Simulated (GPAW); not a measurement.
## Optical response of Rh

Aim: the dielectric function of Rh, and the optical constants that follow from it. The cell comes from an older database entry, whose edges can differ from later determinations, mostly by under a per cent.

Main program and level: GPAW 26.7.0; DFT, PBE, plane-wave PAW (GPAW data sets), scalar-relativistic, RPA, optical limit.

The database entry behind the starting cell differs from later determinations by our own check (an axis about 0.2 % short against later determinations), so it need not match the best structure at ambient conditions.

## 1. The starting structure

Symmetry: Fm-3m, No. 225, cubic system. Conventional cell: a = 3.796 Å, b = 3.796 Å, c = 3.796 Å, α = 90.00°, β = 90.00°, γ = 90.00°. Rh has 12 Rh at 2.68 Å nearest.

Structure file:

```
Rh
1.0
     0.00000    1.89785    1.89785
     1.89785    0.00000    1.89785
     1.89785    1.89785    0.00000
Rh
1
Direct
  0.00000 0.00000 0.00000
```

## 2. Bands for the response

The response needs many more empty bands than the density does.

This step: DFT, PBE, plane-wave PAW (GPAW data sets), scalar-relativistic, bands at fixed density (GPAW 26.7.0).

The input, nscf.py:

```python
from ase.dft.bandgap import bandgap
from gpaw import GPAW, FermiDirac

calc = GPAW('gs.gpw').fixed_density(kpts={'size': (20, 20, 20), 'gamma': True}, nbands=28, convergence={'bands': 22},
                                    occupations=FermiDirac(0.05), txt='nscf.txt')
print('gap (eV)', bandgap(calc, output=None)[0])
print('direct gap (eV)', bandgap(calc, direct=True, output=None)[0])
print('top band over the Fermi level (eV)', min(calc.get_eigenvalues(kpt=k)[21] for k in range(len(calc.get_ibz_k_points()))) - calc.get_fermi_level())
calc.write('full.gpw', mode='all')
```

Launch:

```bash
OMP_NUM_THREADS=1 python nscf.py
```

Numbers of over 12 decimals in the logs are rounded to 6 here.

Log:

```text
Diagonalizing LCAO Hamiltonian
Converting LCAO to pw mode
convergence criteria:
- Maximum integral of absolute [eigenst]ate change: 4e-08 eV^2 / valence electron
maximum number of iterations: 150

SCF iterations
|iter     |      energy | eigst |  dens |
|iter:   1||             | +3.22 |       |
|iter:   2||             | +1.27 |       |
|iter:   3||             | -1.27 |       |
|iter:   4||             | -3.28 |       |
|iter:   5||             | -5.43 |       |
|iter:   6||             | -7.26 |       |
|iter:   7||             | -8.04c|       |
SCF steps: 7
  __  _  _
 | _ |_)|_||  |
 |__||  | ||/\| - 26.7.0

Versions:
  Python: 3.12.14
  ASE:    3.29.0
  Numpy:  2.5.5
  Scipy:  1.18.1
  Libxc:  7.0.0

Input parameters:
  mode=PW(ecut=500.0),
  convergence={'bands': 22},
  gpts=array([14, 14, 14]),
  kpts=MonkhorstPack(size=(20, 20, 20), gamma=True),
  maxiter=150,
  nbands=28,
  occupations=Occupations(name='fermi-dirac', width=0.05, fixmagmom=False),
  parallel={},
  xc=XC(name='PBE')

--- standard output ---
gap (eV) 0.0
direct gap (eV) 0.0
top band over the Fermi level (eV) 44.174734
```

Run time: 36 s. Hardware: 1 thread of Arm Neoverse V1, shared host; peak memory 0.19 GiB.

## 3. Dielectric function, RPA

Transitions between filled and empty bands, summed over the zone, give the optical response, so mesh, band count and broadening shape it.

The induced potential is part of this response.

This step: DFT, PBE, plane-wave PAW (GPAW data sets), scalar-relativistic, RPA, optical limit (GPAW 26.7.0).

The input, df.py:

```python
from gpaw.response.df import DielectricFunction

df = DielectricFunction('full.gpw', frequencies={'type': 'nonlinear', 'domega0': 0.03, 'omega2': 8},
                        ecut=50,
                        eta=0.15,
                        nbands=22,
                        rate=0.05,
                        txt='df.txt')
for direction in ['x']:
    df.get_dielectric_function(xc='RPA', direction=direction, filename=f'df_{direction}.csv')
```

Launch:

```bash
OMP_NUM_THREADS=1 python df.py
```

Log:

```text
Using integrator: PointIntegrator
NonLinearFrequencyDescriptor(from 0.000 to 101.651 eV, 542 points)
Nonperiodic BCs:  [False False False]
Using integrator: PointIntegrator
NonLinearFrequencyDescriptor(from 0.000 to 101.651 eV, 542 points)
Nonperiodic BCs:  [False False False]
Using integrator: PointIntegrator

Calculating chi0 body with:
    Ground state adapter containing:
    Number of spins: 1
    Number of kpoints: 8000
    Number of irreducible kpoints: 256
    Number of completely occupied states: 5
    Number of partially occupied states: 9

    Linear response parametrization:
    q_c: [0.0, 0.0, 0.0]
    Number of frequency points: 542
    Planewave cutoff: 50.0
    Number of bands: 22
    Number of planewaves: 15
    Broadening (eta): 0.15

Integrating chi0 body.

Symmetries of q_c:
    Direct symmetries (Uq -> q): 48
    Indirect symmetries (TUq -> q): 0
In total 48 allowed symmetries.

256 groups of equivalent kpoints. 96.8% reduction.

Integral kind: spectral function

Calculating chi0 optical extensions with:
    Ground state adapter containing:
    Number of spins: 1
    Number of kpoints: 8000
    Number of irreducible kpoints: 256
    Number of completely occupied states: 5
    Number of partially occupied states: 9

    Linear response parametrization:
    Number of frequency points: 542
    Planewave cutoff: 50.0
    Number of bands: 22
    Number of planewaves: 15
    Broadening (eta): 0.15
Integrating chi0 head and wings.

Symmetries of q_c:
    Direct symmetries (Uq -> q): 48
    Indirect symmetries (TUq -> q): 0
In total 48 allowed symmetries.

256 groups of equivalent kpoints. 96.8% reduction.

Integral kind: spectral function wings

Calculating drude chi0 with:
    Number of frequency points:542
    Plasma frequency decay rate: 0.05 eV

    Ground state adapter containing:
    Number of spins: 1
    Number of kpoints: 8000
    Number of irreducible kpoints: 256
    Number of completely occupied states: 5
    Number of partially occupied states: 9

Symmetries of q_c:
    Direct symmetries (Uq -> q): 48
    Indirect symmetries (TUq -> q): 0
In total 48 allowed symmetries.

256 groups of equivalent kpoints. 96.8% reduction.

Integral kind: intraband
Plasma frequency:
[[8.51+0.j 0.  +0.j 0.  +0.j]
 [0.  +0.j 8.51+0.j 0.  -0.j]
 [0.  +0.j 0.  -0.j 8.51+0.j]]
```

Run time: 11 s. Hardware: 1 thread; peak memory 0.19 GiB.

Some rows of df_x.csv (energy; Re and Im without local fields; Re and Im with them):

```text
0.000000, 29403.062269, 0.000000, 29403.039225, 0.000000
0.460735, -319.754040, 137.805382, -319.767047, 137.808475
0.943989, -70.370915, 70.513060, -70.382211, 70.539667
1.451455, -35.846928, 40.564233, -35.854377, 40.584982
1.984998, -27.960400, 26.463650, -27.995191, 26.506700
2.546682, -17.501045, 17.481635, -17.543947, 17.512397
3.138794, -14.676908, 14.928400, -14.731840, 14.966787
3.763875, -12.003274, 6.290662, -12.069926, 6.298443
4.424758, -7.616895, 4.591621, -7.678480, 4.599661
5.124608, -5.103147, 3.697833, -5.166546, 3.695564
5.866977, -3.985638, 3.266596, -4.049379, 3.262646
6.655862, -2.879448, 2.355346, -2.937016, 2.351314
7.495775, -1.794124, 1.508207, -1.844676, 1.498911
8.391833, -0.811453, 1.131914, -0.853194, 1.124286
9.349861, -0.014791, 1.321966, -0.059355, 1.329166
10.376517, 0.650773, 2.078248, 0.605094, 2.108365
11.479449, 0.545165, 2.015186, 0.480680, 2.049617
12.667487, 0.467855, 2.010755, 0.369852, 2.038927
13.950874, 0.574801, 1.778732, 0.424440, 1.760191
```

Sum at mesh points, not converged in k. Im ε, E ∥ x against photon energy; read off at these points:

```csv
photon energy (eV),"Im ε, E ∥ x"
0.5,114
1.0,64.7
1.5,39.3
2.0,25.9
2.5,17.8
3.0,15.4
3.5,9.73
4.0,5.34
4.5,4.46
5.0,3.73
5.5,3.49
6.0,2.92
6.5,2.47
7.0,1.87
7.5,1.50
8.0,1.61
8.5,1.14
9.0,1.30
9.5,1.26
10.0,1.51
10.5,2.04
11.0,1.98
11.5,2.06
12.0,2.03
12.5,1.96
13.0,1.85
13.5,1.88
```

Values under 1 per cm are given as 1; sum at mesh points, not converged in k. The absorption coefficient, E ∥ x by photon energy:

photon energy (eV), log10 absorption coefficient, E ∥ x (1/cm) and a bar from the least value:
```
    0.492        5.9 #########
    1.010        6.0 ###########
    1.486        6.0 ###############
    1.985        6.1 #####################
    2.508        6.1 ######################
    3.018        6.1 #########################
    3.510        6.2 ##############################
    3.980        6.1 ##########################
    4.516        6.1 #########################
    4.981        6.1 ########################
    5.515        6.1 ########################
    6.021        6.1 ########################
    6.494        6.1 ########################
    6.985        6.1 #######################
    7.496        6.0 ###################
    8.026        6.0 ###################
    8.516        5.9 ########
    9.023        5.9 ####
    9.483        5.9 ###
   10.026        5.8 
   10.519        6.0 #############
   11.029        6.0 ##############
   11.479        6.0 #################
   12.023        6.1 ####################
   12.504        6.1 ####################
   13.000        6.1 #######################
   13.512        6.1 ######################
```

Sum at mesh points, not converged in k. Table of loss function −Im 1/ε at q → 0, E ∥ x by energy loss; read off at these points:

energy loss (eV), loss function −Im 1/ε at q → 0, E ∥ x and a bar:
```
     0.50      0.001 
     1.00      0.008 
     1.50      0.014 
     2.00      0.018 #
     2.50      0.028 #
     3.00      0.036 #
     3.50      0.030 #
     4.00      0.043 ##
     4.50      0.063 ##
     5.00      0.084 ###
     5.50      0.111 ####
     6.00      0.128 #####
     6.50      0.154 ######
     7.00      0.188 #######
     7.50      0.267 ##########
     8.00      0.345 #############
     8.50      0.665 #########################
     8.89      0.793 ##############################
     9.00      0.767 #############################
     9.50      0.788 #############################
     9.62      0.802 ##############################
    10.00      0.506 ###################
    10.50      0.463 #################
    11.00      0.469 ##################
    11.50      0.460 #################
    12.00      0.478 ##################
    12.50      0.489 ##################
    13.00      0.537 ####################
    13.17      0.601 ######################
    13.50      0.503 ###################
```

Sum at mesh points, not converged in k. The Im ε, E ∥ x by photon energy; read off at these points:

```csv
photon energy (eV),without local fields,with local fields
0.5,114,114
1.0,64.6,64.7
1.5,39.3,39.3
2.0,25.8,25.9
2.5,17.8,17.8
3.0,15.4,15.4
3.5,9.71,9.73
4.0,5.33,5.34
4.5,4.45,4.46
5.0,3.73,3.73
5.5,3.49,3.49
6.0,2.92,2.92
6.5,2.47,2.47
7.0,1.89,1.87
7.5,1.51,1.50
8.0,1.62,1.61
8.5,1.15,1.14
9.0,1.30,1.30
9.5,1.25,1.26
10.0,1.50,1.51
10.5,2.02,2.04
11.0,1.95,1.98
11.5,2.02,2.06
12.0,1.99,2.03
12.5,1.94,1.96
13.0,1.81,1.85
13.5,1.86,1.88
```

Sum at mesh points, not converged in k. Reflectivity at normal incidence, E ∥ x against photon energy; read off at these points:

photon energy (eV), reflectivity at normal incidence, E ∥ x (%) and a bar:
```
     0.50       95.4 ##############################
     1.00       85.7 ###########################
     1.50       79.9 #########################
     2.00       79.2 ########################
     2.50       74.6 #######################
     3.00       70.6 #####################
     3.50       77.8 ########################
     3.64       79.3 ########################
     4.00       75.9 #######################
     4.50       71.1 ######################
     5.00       67.1 ####################
     5.50       61.7 ##################
     6.00       60.7 ##################
     6.50       58.6 #################
     7.00       57.8 #################
     7.50       53.1 ###############
     8.00       45.0 ############
     8.50       33.3 ########
     9.00       19.4 ####
     9.50       15.5 ##
    10.00        9.2 
    10.50       15.3 ##
    11.00       14.5 ##
    11.50       15.4 ##
    12.00       16.3 ##
    12.50       15.6 ##
    13.00       17.4 ###
    13.50       14.7 ##
```

From ε follow the optical constants at some laser and lamp lines:

```csv
wavelength (nm),n,k,R (%),1/α
1550,3.89,9.970,87.4,12 nm
1064,3.22,7.900,84.0,11 nm
800,2.91,6.492,79.7,9.8 nm
450,1.78,4.307,72.9,8.3 nm
308,0.83,3.190,75.5,7.7 nm
248,0.75,2.471,67.1,8.0 nm
193,0.67,1.928,58.8,8.0 nm
```

In reflection the computed colour is near white: x = 0.319, y = 0.335, luminous reflectivity 77 %.

## 4. Results

In words: At this level (PBE, RPA) Rh is a metal. The mesh is too coarse to trust the carriers' weight, the reflectivity or the colour to better than tens of per cent. In reflection the computed colour is near white: x = 0.319, y = 0.335, luminous reflectivity 77 %. The carriers' damping of 0.05 eV is typed, not computed; it shapes the response at the lowest energies. In this version of GPAW the matrix elements of the optical limit are incomplete, which can lower ε − 1 by up to a tenth where first-row anions or d states rule, and shift it by more in d metals. GPAW's carrier term has the form −ωp²/(ω + i·rate)², which damps like twice the rate and fails at low energy, so the curves leave the lowest energies out. The sum runs over mesh points 0.14 Å⁻¹ apart with no interpolation, so peaks are partly noise of the mesh, and the Drude plasma energy, a sum over the Fermi surface, isn't converged.

[Machine, clock and banner lines and Python warnings are left out of the logs.]

[Logs are printed without paths, hosts, clocks, repeated set-up lines and the standing remarks that a program may print on its own settings, such as how far it seeks lower states.]

[Hosts, paths, dates, database ids (printed as entryN), source tags and the programs' standing remarks are cut or masked in the printed files.]
